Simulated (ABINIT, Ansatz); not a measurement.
# A GW run on VBiO4 (Clinobisvanite) in ABINIT, with inputs changed

What do changed inputs do to GW on VBiO4 (Clinobisvanite)?

Program: ABINIT 10.8.3. Level of theory: LDA and many-body steps on it, plane waves. Results are calculated unless marked as measured.

## Step 1: Set-up

Symmetry: C2/c, No. 15, monoclinic system. Conventional cell: a = 7.247 Å, b = 11.697 Å, c = 5.090 Å, α = 90.00°, β = 134.22°, γ = 90.00°. V has 4 O at 1.69 to 1.77 Å nearest. Nearest to Bi lie 8 O at 2.35 to 2.63 Å. O has 1 V at 1.77 Å and 2 Bi at 2.35 to 2.37 Å nearest. Nearest to O lie 1 V at 1.69 Å and 2 Bi at 2.52 to 2.63 Å. Farther neighbours and most contacts between anions are not listed.

Coordinates:

```cif
data_structure
_symmetry_space_group_name_H-M 'C2/c'
_symmetry_Int_Tables_number 15
_cell_length_a 7.2472
_cell_length_b 11.6972
_cell_length_c 5.0898
_cell_angle_alpha 90.000
_cell_angle_beta 134.225
_cell_angle_gamma 90.000
_cell_volume 309.20
loop_
_atom_site_label
_atom_site_type_symbol
_atom_site_symmetry_multiplicity
_atom_site_Wyckoff_symbol
_atom_site_fract_x
_atom_site_fract_y
_atom_site_fract_z
_atom_site_occupancy
V1 V 4 e 0.50000 0.63000 0.25000 1
Bi1 Bi 4 e 0.00000 0.63350 0.25000 1
O1 O 8 f 0.64650 0.70820 0.13880 1
O2 O 8 f 0.76060 0.94930 0.37960 1
```

The cell and positions come from the Crystallography Open Database and are kept as given unless a step says otherwise. Spin-orbit coupling is left out unless a step names it.

## Step 2: Screening, 2×2×4 mesh, 162 bands, screening to 114.3 eV

This step: ABINIT 10.8.3; RPA screening on LDA, plane waves, norm-conserving pseudopotentials.

The RPA dielectric matrix is built and inverted for each q.

Contents of run.abi:

```
acell 3*1.0 Angstrom
rprim 
  3.623583094700 -5.848600000000 -0.000000000000
  3.623583094700 5.848600000000 0.000000000000
  -3.550011012700 0.000000000000 3.647394391800
ntypat 3
znucl 23 83 8
natom 12
typat 1 1 2 2 3 3 3 3 3 3 3 3
xred 
  0.870000000000 0.130000000000 0.750000000000
  0.130000000000 0.870000000000 0.250000000000
  0.366500000000 0.633500000000 0.750000000000
  0.633500000000 0.366500000000 0.250000000000
  0.938300000000 0.354700000000 0.638800000000
  0.645300000000 0.061700000000 0.861200000000
  0.061700000000 0.645300000000 0.361200000000
  0.354700000000 0.938300000000 0.138800000000
  0.811300000000 0.709900000000 0.879600000000
  0.290100000000 0.188700000000 0.620400000000
  0.188700000000 0.290100000000 0.120400000000
  0.709900000000 0.811300000000 0.379600000000
pp_dirpath "pseudos"
pseudos "V.upf, Bi.upf, O.upf"
ecut 42
ngkpt 2 2 4
nshiftk 1
shiftk 0 0 0
kptopt 1
chksymbreak 0
istwfk *1
occopt 1
irdwfk 1
optdriver 3
nband 162
ecuteps 4.2
inclvkb 2
awtr 1
symchi 1
indata_prefix "in"
outdata_prefix "out"
tmpdata_prefix "tmp"
```

Run with:

```bash
> OMP_NUM_THREADS=1 mpirun -n 16 abinit run.abi > log
```

The log of the run:

```text
.Version 10.8.3 of ABINIT. v10.8.2 released Aug 2026.

 Symmetries : space group C2/c (# 15); Bravais mC (1-face-center monocl.)
[... echo of the input left out ...]
== DATASET  1 ==================================================================
-   mpi_nproc: 16, omp_nthreads: 1 (-1 if OMP is not activated)

--- !DatasetInfo
iteration_state: {dtset: 1, }
dimensions: {natom: 12, nkpt: 9, mband: 162, nsppol: 1, nspinor: 1, nspden: 1, mpw: 13589, }
cutoff_energies: {ecut:  42.0, pawecutdg:  -1.0, }
electrons: {nelect:   1.20000000E+02, charge:   0.00000000E+00, occopt:   1.00000000E+00, tsmear:   1.00000000E-02, }

 SCREENING: Calculation of the susceptibility and dielectric matrices

 Based on a program developped by R.W. Godby, V. Olevano, G. Onida, and L. Reining.
 Incorporated in ABINIT by V. Olevano, G.-M. Rignanese, and M. Torrent.
.Using double precision arithmetic ; gwpc =  8

[... cell and pseudopotentials left out ...]
--------------------------------------------------------------------------------

 ==== K-mesh for the wavefunctions ====
 Number of points in the irreducible wedge :     9
[... list of points left out ...]
 Together with  4 symmetry operations and time-reversal symmetry
 yields    16 points in the full Brillouin Zone.

 ==== Q-mesh for the screening function ====
 Number of points in the irreducible wedge :     9
[... list of points left out ...]
 Together with  4 symmetry operations and time-reversal symmetry
 yields    16 points in the full Brillouin Zone.

 setmesh: FFT mesh size selected  =    40x   40x   30
          total number of points  =        48000

 vcoul_init : cutoff-mode = AUXILIARY_FUNCTION
 q-points for optical limit:   1
     1)      0.000010    0.000020    0.000030

- screening: taking advantage of time-reversal symmetry
- Maximum band index for partially occupied states nbvw = 60
- Remaining bands to be divided among processors   nbcw = 102
- Number of bands treated by each node ~6

 Number of electrons calculated from density =  120.0000; Expected =  120.0000
 average of density, n =  0.115022
 r_s =    1.2756
 omega_plasma =   32.7150 [eV]

 calculating chi0 at frequencies [eV] :
  1    0.000000E+00    0.000000E+00
  2    0.000000E+00    3.271497E+01

--------------------------------------------------------------------------------
  q-point number  1        q = ( 0.000000, 0.000000, 0.000000) [r.l.u.]
--------------------------------------------------------------------------------
[... chi0 elements left out ...]
 For q-point:  0.000010 0.000020 0.000030
  dielectric constant =   7.3071
  dielectric constant without local fields =   8.4635

  Average fulfillment of the sum rule on Im[epsilon] for q-point    1 :     41.69  [%]
[... wings left out ...]
  q-point number  2        q = ( 0.500000, 0.000000, 0.000000) [r.l.u.]
--------------------------------------------------------------------------------
[... chi0 elements left out ...]
  Average fulfillment of the sum rule on Im[epsilon] for q-point    2 :     47.61  [%]

 [... 7 further q-points ...]
```

It took 4.6 min on 16 MPI ranks of Arm Neoverse N1, shared host; peak memory 13 GiB; 74 min of CPU time.

This step gave:

* ε∞ with local fields, on this mesh, along the program's q direction: 7.307
* the same without local fields: 8.463
* plasma frequency: 32.72 eV
* plane waves in the screening matrix: 419

Local fields lower ε∞ by 14 %. On a Γ-centred mesh this coarse the value itself is usually too large, while a short band sum pulls it down.

## Step 3: Base

The self-energy is evaluated for the states that the input lists, and the levels follow from it, in one-shot runs by the linearised quasiparticle equation.

This step: G0W0 on LDA, plane waves, norm-conserving pseudopotentials.

Edit run.abi of step 2 so:

```diff
@@ -33,8 +33,21 @@
 irdwfk 1
-optdriver 3
+optdriver 4
 nband 162
+gwcalctyp 0
+ecutsigx 42
+symsigma 1
+nkptgw 4
+kptgw 
+  0.0000000000 0.0000000000 0.2500000000
+  0.5000000000 0.0000000000 0.5000000000
+  0.5000000000 0.0000000000 0.0000000000
+  0.0000000000 0.0000000000 0.0000000000
+bdgw 
+  59 62
+  59 62
+  59 62
+  59 62
 ecuteps 4.2
-inclvkb 2
-awtr 1
-symchi 1
+irdscr 1
+ppmodel 1
 indata_prefix "in"
```

The log of the run:

```text
.Version 10.8.3 of ABINIT. v10.8.2 released Aug 2026.

 Symmetries : space group C2/c (# 15); Bravais mC (1-face-center monocl.)
[... echo of the input left out ...]
== DATASET  1 ==================================================================
-   mpi_nproc: 16, omp_nthreads: 1 (-1 if OMP is not activated)

--- !DatasetInfo
iteration_state: {dtset: 1, }
dimensions: {natom: 12, nkpt: 9, mband: 162, nsppol: 1, nspinor: 1, nspden: 1, mpw: 13589, }
cutoff_energies: {ecut:  42.0, pawecutdg:  -1.0, }
electrons: {nelect:   1.20000000E+02, charge:   0.00000000E+00, occopt:   1.00000000E+00, tsmear:   1.00000000E-02, }

 SIGMA: Calculation of the GW corrections

 Based on a program developped by R.W. Godby, V. Olevano, G. Onida, and L. Reining.
 Incorporated in ABINIT by V. Olevano, G.-M. Rignanese, and M. Torrent.
.Using double precision arithmetic ; gwpc =  8

[... cell and pseudopotentials left out ...]
--------------------------------------------------------------------------------

 ==== K-mesh for the wavefunctions ====
 Number of points in the irreducible wedge :     9
[... list of points left out ...]
 Together with  4 symmetry operations and time-reversal symmetry
 yields    16 points in the full Brillouin Zone.

 ==== Q-mesh for screening function ====
 Number of points in the irreducible wedge :     9
[... list of points left out ...]
 Together with  4 symmetry operations and time-reversal symmetry
 yields    16 points in the full Brillouin Zone.

 vcoul_init : cutoff-mode = AUXILIARY_FUNCTION
 q-points for optical limit:   1
     1)      0.000010    0.000020    0.000030
 setmesh: FFT mesh size selected  =    60x   60x   48
          total number of points  =       172800

 Number of electrons calculated from density =  120.0000; Expected =  120.0000
 average of density, n =  0.115022
 r_s =    1.2756
 omega_plasma =   32.7150 [eV]

 === KS Band Gaps ===
  >>>> For spin  1
   Minimum direct gap =   2.3811 [eV], located at k-point      :   0.5000  0.0000  0.0000
   Fundamental gap    =   2.3246 [eV], Top of valence bands at :   0.0000  0.0000  0.2500
                                       Bottom of conduction at :   0.5000  0.0000  0.5000
 SIGMA fundamental parameters:
 PLASMON POLE MODEL  1
 number of plane-waves for SigmaX                13521
 number of plane-waves for SigmaC and W            419
 number of plane-waves for wavefunctions         13521
 number of bands                                   162
 number of independent spin polarizations            1
 number of spinorial components                      1
 number of k-points in IBZ                           9
 number of q-points in IBZ                           9
 number of symmetry operations                       4
 number of k-points in BZ                           16
 number of q-points in BZ                           16
 number of frequencies for dSigma/dE                 9
 frequency step for dSigma/dE [eV]                0.25
 number of omega for Sigma on real axis              0
 max omega for Sigma on real axis  [eV]           0.00
 zcut for avoiding poles [eV]                     0.10

 EPSILON^-1 parameters (SCR file):
 dimension of the eps^-1 matrix on file            419
 dimension of the eps^-1 matrix used               419
 number of plane-waves for wavefunctions         13521
 number of bands                                   162
 number of q-points in IBZ                           9
 number of frequencies                               2
 number of real frequencies                          1
 number of imag frequencies                          1

 matrix elements of self-energy operator (all in [eV])

 Perturbative Calculation

--- !SelfEnergy_ee
iteration_state: {dtset: 1, }
kpoint     : [   0.000,    0.000,    0.250, ]
spin       : 1
KS_gap     :    2.627
QP_gap     :    3.942
Delta_QP_KS:    1.315
data: !SigmaeeData |
     Band     E0 <VxcDFT>   SigX SigC(E0)      Z dSigC/dE  Sig(E)    E-E0       E
       59   4.879 -19.724 -24.209   5.002   0.767  -0.304 -19.327   0.397   5.275
       60   5.384 -19.614 -22.603   3.751   0.781  -0.281 -19.019   0.595   5.979
       61   8.011 -20.594 -14.004  -4.134   0.778  -0.286 -18.684   1.910   9.920
       62   8.173 -21.252 -14.454  -4.209   0.775  -0.291 -19.246   2.006  10.179

--- !SelfEnergy_ee
iteration_state: {dtset: 1, }
kpoint     : [   0.500,    0.000,    0.500, ]
spin       : 1
KS_gap     :    2.462
QP_gap     :    3.838
Delta_QP_KS:    1.375
data: !SigmaeeData |
     Band     E0 <VxcDFT>   SigX SigC(E0)      Z dSigC/dE  Sig(E)    E-E0       E
       59   4.988 -19.874 -24.006   4.717   0.770  -0.299 -19.424   0.451   5.439
       60   5.246 -19.529 -22.513   3.720   0.783  -0.277 -18.953   0.576   5.822
[...]
--- !SelfEnergy_ee
iteration_state: {dtset: 1, }
kpoint     : [   0.500,    0.000,    0.000, ]
spin       : 1
KS_gap     :    2.381
QP_gap     :    3.739
Delta_QP_KS:    1.358
data: !SigmaeeData |
     Band     E0 <VxcDFT>   SigX SigC(E0)      Z dSigC/dE  Sig(E)    E-E0       E
[...]
--- !SelfEnergy_ee
iteration_state: {dtset: 1, }
kpoint     : [   0.000,    0.000,    0.000, ]
spin       : 1
KS_gap     :    2.965
QP_gap     :    4.514
Delta_QP_KS:    1.548
data: !SigmaeeData |
     Band     E0 <VxcDFT>   SigX SigC(E0)      Z dSigC/dE  Sig(E)    E-E0       E
[...]
60   5.001 -20.090 -24.285   4.798   0.771  -0.297 -19.625   0.465   5.465
       61   7.966 -20.896 -14.115  -4.192   0.778  -0.286 -18.883   2.013   9.979
       62   8.407 -21.599 -14.724  -4.236   0.772  -0.296 -19.563   2.037  10.443

== END DATASET(S) ==============================================================
================================================================================

 -outvars: echo values of variables after computation  --------
           etotal      0.0000000000E+00
            nband         162
             nkpt           9
          spgroup          15
 [... the other variables as echoed above ...]

 Calculation completed.
```

It took 44 s on 16 MPI ranks; peak memory 5.7 GiB.

Numbers from this step:

* G0W0 gap on the mesh: 3.681 eV
* starting gap on the mesh: 2.325 eV
* k of the valence top: 0, 0, 0.25
* k of the conduction bottom: 0.5, 0, 0.5
* Z at the valence top: 0.781
* Z at the conduction bottom: 0.777
* least direct G0W0 gap on the computed points: 3.740 eV

The gap on the mesh goes from 2.32 eV to 3.68 eV, a correction of +1.36 eV.

## Step 4: Another k mesh than the file's

Edit run.abi of step 3 so:

```diff
@@ -25,3 +25,3 @@
 ecut 42
-ngkpt 2 2 4
+ngkpt 3 3 5
 nshiftk 1
```

The log of the run:

```text
.Version 10.8.3 of ABINIT. v10.8.2 released Aug 2026.

 Symmetries : space group C2/c (# 15); Bravais mC (1-face-center monocl.)
================================================================================
 Values of the parameters that define the memory need of the present run
     intxc =       0    ionmov =       0      iscf =       7    lmnmax =       6
     lnmax =       6     mgfft =      80  mpssoang =       3    mqgrid =    3001
     natom =      12  nloc_mem =       1    nspden =       1   nspinor =       1
    nsppol =       1      nsym =       4    n1xccc =    2501    ntypat =       3
    occopt =       1   xclevel =       1
-    mband =         162        mffmem =           1         mkmem =           1
       mpw =       13585          nfft =      384000          nkpt =          16
================================================================================
  Rough estimation (10% accuracy) of disk space for files :
================================================================================

--------------------------------------------------------------------------------
------------- Echo of variables that govern the present computation ------------
--------------------------------------------------------------------------------
 -outvars: echo values of preprocessed input variables --------
            acell      1.8897261259E+00  1.8897261259E+00  1.8897261259E+00 Bohr

             bdgw          59      62      59      62      59      62      59      62
      chksymbreak           0
             ecut      4.20000000E+01 Hartree
          ecuteps      4.20000000E+00 Hartree
         ecutsigx      4.20000000E+01 Hartree
          ecutwfn      4.20000000E+01 Hartree
-          fftalg         312
           irdscr           1
[...]
Unit cell volume ucvol=  1.0432766E+03 bohr^3
 Angles (23,13,12)=  1.11551715E+02  1.11551715E+02  1.16438255E+02 degrees

--- Pseudopotential description ------------------------------------------------
- V Generated using ONCVPSP code by D. R. Hamann
- 23.00000  13.00000  180309                  znucl, zion, pspdat
12 -1012 2 -1 1518                            pspcod,pspxc,lmax,lloc,mmax
     nproj     2     2     2
  pspatm : epsatm=   13.97969020
         --- l  ekb(1:nproj) -->
[...]
pspatm: atomic psp has been read  and splines computed

- Bi Generated using ONCVPSP code by D. R. Hamann
- 83.00000  23.00000  180309                  znucl, zion, pspdat
12 -1012 2 -1 1454                            pspcod,pspxc,lmax,lloc,mmax
     nproj     2     2     2
  pspatm : epsatm=   28.50282335
         --- l  ekb(1:nproj) -->
[...]
pspatm: atomic psp has been read  and splines computed

- O Generated using ONCVPSP code by D. R. Hamann
-  8.00000   6.00000  201201                  znucl, zion, pspdat
12 -1012 2 -1 926                             pspcod,pspxc,lmax,lloc,mmax
     nproj     2     2     1
  pspatm : epsatm=    6.24525921
         --- l  ekb(1:nproj) -->
             0    7.204246    0.988881
             1   -5.310798   -1.313052
             2   -1.033686
 pspatm: atomic psp has been read  and splines computed

   1.61912521E+04                                ecore*ucvol(ha*bohr**3)
--------------------------------------------------------------------------------

--- !ERROR
message: |
    Cannot continue, basic dimensions/parameters reported in the header do not agree with input file.
    Check consistency between the content of the WFK external file and the input file.

--- !ERROR
message: |
    Cannot continue, basic dimensions/parameters reported in the header do not agree with input file.
    Check consistency between the content of the WFK external file and the input file.

--- from the log ---
Cannot continue, basic dimensions/parameters reported in the header do not agree with input file.
    Check consistency between the content of the WFK external file and the input file.
```

The job ended after 4.3 s (16 MPI ranks; peak memory 0.7 GiB).

The run stopped with an error after 4.3 s.

The program's words: Cannot continue, basic dimensions/parameters reported in the header do not agree with input file. Check consistency between the content of the WFK external file and the input file.

The fault put into this input: another k mesh than the file's.

## Step 5: Side by side

Times are wall times on 16 MPI ranks of Arm Neoverse N1, shared host, good to a factor of about two. A run's time includes the screening step that it read.

```tsv
run	mesh	bands	screening cutoff (eV)	DFT gap (eV)	gap on the mesh (eV)	direct (eV)	ε∞ used	time
base	2×2×4	162	114.3	2.325	3.681	3.740	7.31	5.4 min
```

## Step 6: Summary of results

| Property | Result |
| --- | --- |
| base | 3.681 eV |
| known limits | not at the basis limit; no spin polarisation; d states lean on the start; no spin-orbit coupling; coarse k mesh |

In words: Bands and cutoff are finite, so the gap is not at the basis limit. The miss can reach some tenths of an eV and take either sign; the mesh is an error of its own. A denser mesh or path gives a starting gap of 2.22 eV: the GW mesh misses a band edge, so its gaps are not the fundamental one. The 2×2×4 mesh is coarse for this cell, which bears on the long-range parts of exchange and screening. Where an edge is built on 6p states of lead, bismuth or thallium, scalar-relativistic gaps usually stand too wide, by a few tenths to over one eV. The runs have no spin polarisation. For a closed low-spin shell that is the natural state; where a d or f shell is open it is a constraint, and the gap is then not the crystal's own. With d states at the gap, one-shot GW leans hard on its start. The many-body steps are scalar-relativistic: spin-orbit coupling is not in them.

[Paths, hosts, dates, memory and timing lines, banners, echoed tables and standing remarks are left out of the program output.]

[Logs are printed without paths, hosts, clocks, repeated set-up lines and the standing remarks that a program may print on its own settings, such as how far it seeks lower states.]

[Runs of the session that timed out or met a known fault of the program may be left out.]

[No measured gap is set beside runs whose start may be inverted or whose files or cutoffs have a known fault.]

[Hosts, paths, dates, database ids (printed as entryN), source tags and the programs' standing remarks are cut or masked in the printed files.]

[G0W0 gaps are taken among the corrected bands and points alone; a level outside them can change the order at an edge.]

[Where Ansatz stands beside ABINIT at settings called matched, ABINIT's density can come from a denser mesh and the files from another edition; pairs whose starting gaps differed by over 0.03 eV were left out, so agreement reads better than it is.]
